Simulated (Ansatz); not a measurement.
# Random zinc-blende (B, In, Al)As solid solution (64 atoms) under strain, part 3 of 3

Aim: relax random zinc-blende (B, In, Al)As solid solution (64 atoms), then change its volume and shape to read moduli from the stress.

Ansatz 0.2.0; Kohn-Sham DFT, PBE, PAW (set soft_1), plane waves.

The cell: 10 B, 32 As, 11 Al and 11 In. Only the Γ point is sampled.

So far. Step 10 (Stretched by 1 % along x): The relaxation converged after 2 steps, 0.00239 eV below its start, with a largest force component of 0.025 eV/Å. Step 10 (Stretched by 1 % along x): Stretched by 1 % along x: the energy stands 0.0457 eV above that of the reference, at a pressure of -0.659 GPa.

## 11. Compressed by 1 % along x

The relaxed cell is strained along x alone, which gives the stiffness along x and its coupling to y and z.

Input file input.yaml:

```yaml
crystal:
  lattice:
    - [11.01739, 0.01926, -0.00505]
    - [0.01907, 11.25953, 0.02174]
    - [-0.005, 0.02174, 11.15577]
  atoms:
    [... the 64 atom lines of step 4 ...]
kpoints:
  mp_grid: { grid: [1, 1, 1] }
hamiltonian:
  xc: pbe
  pseudopotentials: { kind: paw, azcp: { folder: soft_1 } }
scf:
  occupations: { method: fermi_dirac, width: 0.025 }
output:
  forces: true
  eigenvalues: true
  stress: true
relax:
  f_tol: 0.05
  max_steps: 70
```

Command:

```sh
ansatz run input.yaml --threads 4 --pin off --max-ram 8192MiB --backend cpu --events-out ev --progress --plain --runs-dir out
```

Numbers of over 12 decimals in the logs are rounded to 6 here.

What it wrote:

```text
[...]
Crystal: 64 atoms, lattice volume = 1383.871 Å³
Basis set: ecut = 420 eV, 27075 PW (Γ), exchange–correlation on 150×160×150 points (8 copies of the dense FFT grid, shifted against one another)
Bands: 412, of which v1, the nominal top of the filled ones, is band 343 counted from 1 (342 counted from 0)
Symmetry: 1 space group operations
[...]
k-points: 1
[...]
SCF iter   1: F=—  HF=-224453.412304 eV  |F-HF|=—  |Δ(HF+E_count)|=         —  Δρ=4.04e-2  dr2=3.54e1  ethr=3.10e-3  ⟨swp⟩=6.0  Hψ=1593  notcnv=0  defer=37
[...]
SCF iter   9: F=-224446.055448 eV  HF=-224446.055447 eV  |F-HF|=1.16e-6  |Δ(HF+E_count)|=   1.20e-5  Δρ=1.04e-5  dr2=2.06e-6  ethr=3.81e-9  ⟨swp⟩=12.0  Hψ=2277  notcnv=0
SCF 1 converged in 9 iterations: F = -224446.055448 eV  dr2 = 2.06e-6
[...]
relax step   1: F+E_penalty+E_count = -224446.05544771 eV  Δ(F+E_penalty+E_count) = +0.000e0 eV  max|allowed force component| = 5.461e-2 eV/Å  Δτ_max = 0.0000 Å  (9 SCF iters, dr2 threshold 6.25e-5 eV, accepted)
[...]
SCF iter   7: F=-224446.058095 eV  HF=-224446.058095 eV  |F-HF|=5.27e-9  |Δ(HF+E_count)|=   5.32e-8  Δρ=9.00e-7  dr2=1.76e-8  ethr=1.46e-11  ⟨swp⟩=11.0  Hψ=1634  notcnv=0
SCF 2 converged in 7 iterations: F = -224446.058095 eV  dr2 = 1.76e-8
relax step   2: F+E_penalty+E_count = -224446.05809492 eV  Δ(F+E_penalty+E_count) = -2.647e-3 eV  max|allowed force component| = 4.009e-2 eV/Å  Δτ_max = 0.0182 Å  (7 SCF iters, accepted)
SCF converged after 7 iterations
Free energy (F): -224446.058095 eV
[...]
Internal energy: -224446.058000 eV  (E = F + TS)
E sigma→0 (E₀):  -224446.058048 eV
Entropy (-TS):   -0.000095 eV (-0.001 meV/atom)
Fermi energy:    8.199905 eV
[...]
--- Forces (eV/Å), atoms counted from 1 ---
  atom   1  B     -0.00052742    -0.00424669     0.00717461
  atom   2  As    -0.00370667     0.00367511     0.01191945
  atom   3  Al    -0.00211932    -0.00322719     0.00354700
  atom   4  As    -0.00408732    -0.01339616    -0.01253054
  atom   5  B      0.00610220     0.00442065    -0.00597984
  atom   6  As     0.00286000    -0.01908174    -0.00345932
  atom   7  B     -0.00155813    -0.00028942    -0.01025545
  atom   8  As    -0.00615069    -0.00703701    -0.00912782
  atom   9  Al    -0.00045259     0.00337919     0.00891218
  atom  10  As     0.00777062    -0.02993624    -0.00262866
  atom  11  B     -0.01440188    -0.00287051    -0.00358750
  atom  12  As    -0.00269241     0.00104590     0.02352477
  atom  13  In    -0.02754098     0.01913419    -0.00718027
  atom  14  As     0.01936753     0.01408378     0.00191151
[...]
atom  63  Al     0.00655748    -0.00223342    -0.00878541
  atom  64  As    -0.00642379    -0.00528850     0.00421207
  max |Σ_I F_I| component: 2.26e-5 eV/Å
--- Stress (GPa, compression-positive) ---
        1.087776      -0.012394       0.025000
       -0.012388       0.539347      -0.013672
        0.025007      -0.013674       0.547547
  P = ⅓ Tr σ = 0.7249 GPa (7.249 kbar)
--- Band table (eV) ---
[...]
--- Relaxed structure (2 steps of the walk, 2 accepted, 0 SCFs on fresh bases) ---
  F+E_penalty+E_count = -224446.05809492 eV   max|allowed force component| = 4.009e-2 eV/Å
  atoms:
    - { symbol: B, position: [0.000673966, 0.018489, 0.012133] }
    - { symbol: As, position: [0.137586, 0.117169, 0.118598] }
    - { symbol: Al, position: [0.00258798, 0.240029, 0.239491] }
    - { symbol: As, position: [0.136766, 0.374109, 0.353696] }
[...]
- { symbol: As, position: [0.872802, 0.882430, 0.626422] }
```

The job ended after 23 s (4 threads of AMD EPYC 9R14 (Zen 4), shared host; peak memory 2 GiB).

The relaxation converged after 2 steps, 0.00265 eV below its start, with a largest force component of 0.040 eV/Å.

Compressed by 1 % along x: the energy stands 0.0480 eV above that of the reference, at a pressure of 0.725 GPa.

## 12. Sheared by 2 % in xy

A shear of the relaxed cell gives the modulus that volume changes can't reach.

input.yaml, the sections that differ from step 11:

```yaml
crystal:
  lattice:
    - [11.12887, 0.13055, -0.00505]
    - [0.13186, 11.25972, 0.02174]
    - [-0.00483, 0.02169, 11.15577]
  atoms:
    [... the 64 atom lines of step 4 ...]
# kpoints, hamiltonian, scf, output, relax: as in step 11
```

What it wrote:

```text
[...]
Crystal: 64 atoms, lattice volume = 1397.709 Å³
Basis set: ecut = 420 eV, 27365 PW (Γ), exchange–correlation on 150×160×150 points (8 copies of the dense FFT grid, shifted against one another)
Bands: 412, of which v1, the nominal top of the filled ones, is band 343 counted from 1 (342 counted from 0)
Symmetry: 1 space group operations
[...]
k-points: 1
[...]
SCF iter   1: F=—  HF=-224453.209179 eV  |F-HF|=—  |Δ(HF+E_count)|=         —  Δρ=3.99e-2  dr2=3.51e1  ethr=3.10e-3  ⟨swp⟩=6.0  Hψ=1592  notcnv=0  defer=35
[...]
SCF iter   8: F=—  HF=-224445.976759 eV  |F-HF|=—  |Δ(HF+E_count)|=   1.63e-4  Δρ=2.96e-5  dr2=2.77e-5  ethr=2.90e-8  ⟨swp⟩=2.0  Hψ=698  notcnv=0  defer=58
SCF iter   9: F=-224445.976773 eV  HF=-224445.976772 eV  |F-HF|=1.13e-6  |Δ(HF+E_count)|=   1.33e-5  Δρ=1.05e-5  dr2=2.25e-6  ethr=4.04e-9  ⟨swp⟩=13.0  Hψ=2341  notcnv=0
SCF 1 converged in 9 iterations: F = -224445.976773 eV  dr2 = 2.25e-6
[...]
relax step   1: F+E_penalty+E_count = -224445.97677345 eV  Δ(F+E_penalty+E_count) = +0.000e0 eV  max|allowed force component| = 2.052e-1 eV/Å  Δτ_max = 0.0000 Å  (9 SCF iters, dr2 threshold 6.25e-5 eV, accepted)
[...]
relax step   2: F+E_penalty+E_count = -224446.00591570 eV  Δ(F+E_penalty+E_count) = -2.914e-2 eV  max|allowed force component| = 1.123e-1 eV/Å  Δτ_max = 0.0333 Å  (6 SCF iters, dr2 threshold 2.63e-6 eV, accepted)
[...]
relax step   3: F+E_penalty+E_count = -224446.01525530 eV  Δ(F+E_penalty+E_count) = -9.340e-3 eV  max|allowed force component| = 2.727e-2 eV/Å  Δτ_max = 0.0164 Å  (7 SCF iters, accepted)
SCF converged after 7 iterations
Free energy (F): -224446.015255 eV
[...]
Internal energy: -224446.015085 eV  (E = F + TS)
E sigma→0 (E₀):  -224446.015170 eV
Entropy (-TS):   -0.000170 eV (-0.003 meV/atom)
Fermi energy:    8.065218 eV
[...]
Σ components = -224446.015255   (vs F -224446.015255, Δ=0.00e0)
--- Forces (eV/Å), atoms counted from 1 ---
  atom   1  B     -0.00901954    -0.00537864     0.00790402
  atom   2  As    -0.00099111     0.00681962    -0.01227408
  atom   3  Al     0.00488658    -0.00249900    -0.00696201
  atom   4  As    -0.00203617     0.01079342     0.00741084
[...]
atom  64  As     0.00245559    -0.00184838    -0.00233363
  max |Σ_I F_I| component: 2.35e-5 eV/Å
--- Stress (GPa, compression-positive) ---
        0.022185      -1.040942       0.013976
       -1.040937       0.030879       0.005856
        0.013982       0.005855       0.000523
  P = ⅓ Tr σ = 0.0179 GPa (0.179 kbar)
--- Band table (eV) ---
[...]
--- Relaxed structure (3 steps of the walk, 3 accepted, 0 SCFs on fresh bases) ---
  F+E_penalty+E_count = -224446.01525530 eV   max|allowed force component| = 2.727e-2 eV/Å
  atoms:
    - { symbol: B, position: [0.000896114, 0.018492, 0.012107] }
    - { symbol: As, position: [0.138069, 0.117575, 0.118708] }
    - { symbol: Al, position: [0.00197705, 0.239974, 0.240508] }
    - { symbol: As, position: [0.136465, 0.374066, 0.352926] }
[...]
- { symbol: As, position: [0.873666, 0.882118, 0.625333] }
```

It took 33 s on 4 threads; peak memory 2 GiB; 2 min of CPU time.

The relaxation converged after 3 steps, 0.0385 eV below its start, with a largest force component of 0.027 eV/Å.

Sheared by 2 % in xy: the energy stands 0.0909 eV above that of the reference, at a pressure of 0.0179 GPa.

## 13. Pressure against volume

Atoms are relaxed at each volume, in the scaled cell.

| volume change (%) | volume (Å³/atom) | energy change (meV/atom) | pressure (GPa) | largest move on relaxing (Å) | bonds | gap (eV) |
| --- | --- | --- | --- | --- | --- | --- |
| -10 | 19.657 | 54.80 | 8.26 | 0.52 | 128 | 0.565 |
| -6 | 20.531 | 19.13 | 4.91 | 0.11 | 128 | 0.606 |
| -3 | 21.186 | 4.60 | 2.30 | 0.04 | 128 | 0.554 |
| +0 | 21.841 | 0.00 | 0.02 | - | 128 | 0.466 |
| +3 | 22.497 | 4.01 | -1.94 | 0.04 | 128 | 0.359 |
| +6 | 23.152 | 15.40 | -3.59 | 0.07 | 128 | 0.240 |

## 14. Uniaxial strain and shear

Stress (GPa, compression positive) less that of the relaxed cell, atoms relaxed:

| strain | xx | yy | zz | xy | energy change (meV/atom) |
| --- | --- | --- | --- | --- | --- |
| stretched by 1 % along x | -1.065 | -0.485 | -0.484 | -0.006 | 0.71 |
| compressed by 1 % along x | 1.075 | 0.519 | 0.524 | -0.002 | 0.75 |
| sheared by 2 % in xy | 0.010 | 0.011 | -0.023 | -1.030 | 1.42 |

## 15. What came out

The bulk modulus, from the slope of pressure against ln V over the three points nearest the relaxed volume, is 70.7 GPa; between neighbouring points the slope runs 77, 83, 75, 66 and 58 GPa from the smallest volume up, without a steady fall, so no pressure derivative is given. At -10 % some atom moved by over 0.5 Å on relaxing, so that point may sit in another local minimum. The gap goes from 0.565 eV at the smallest volume to 0.240 eV at the largest, -2.1 eV per unit of ln V by a straight line, not monotonically (lowest 0.240, highest 0.606 eV), on the run's k-points. In the Cartesian axes of the cell, finite differences give C11 = 107, C12 = 50.2, C13 = 50.4 and C66 = 51.5 GPa (the shear of 2 % is the engineering strain, εxy = 0.01). The mean of C11, C12 and C13, which equals the bulk modulus in a cubic or isotropic solid, is 69.2 GPa: it agrees with the bulk modulus within 10 %.

Caveats: Strains are finite and relaxations stop at the force tolerance of the input, which can leave moduli too stiff; they are those of a static cell at zero temperature. Volumes are changed with the cell's shape held, so in an anisotropic solid the modulus lies over the one under free hydrostatic load. The program notes that the SCF threshold of the relaxations is loose for the stress. The host structure and its lattice constant were typed by rule, without a check against the phase diagram.

The DFT runs together took 6.7 min of wall time.

[Logs are printed without paths, hosts, clocks, repeated set-up lines and the standing remarks that a program may print on its own settings, such as how far it seeks lower states.]

[Hosts, paths, dates, database ids (printed as entryN), source tags and the programs' standing remarks are cut or masked in the printed files.]
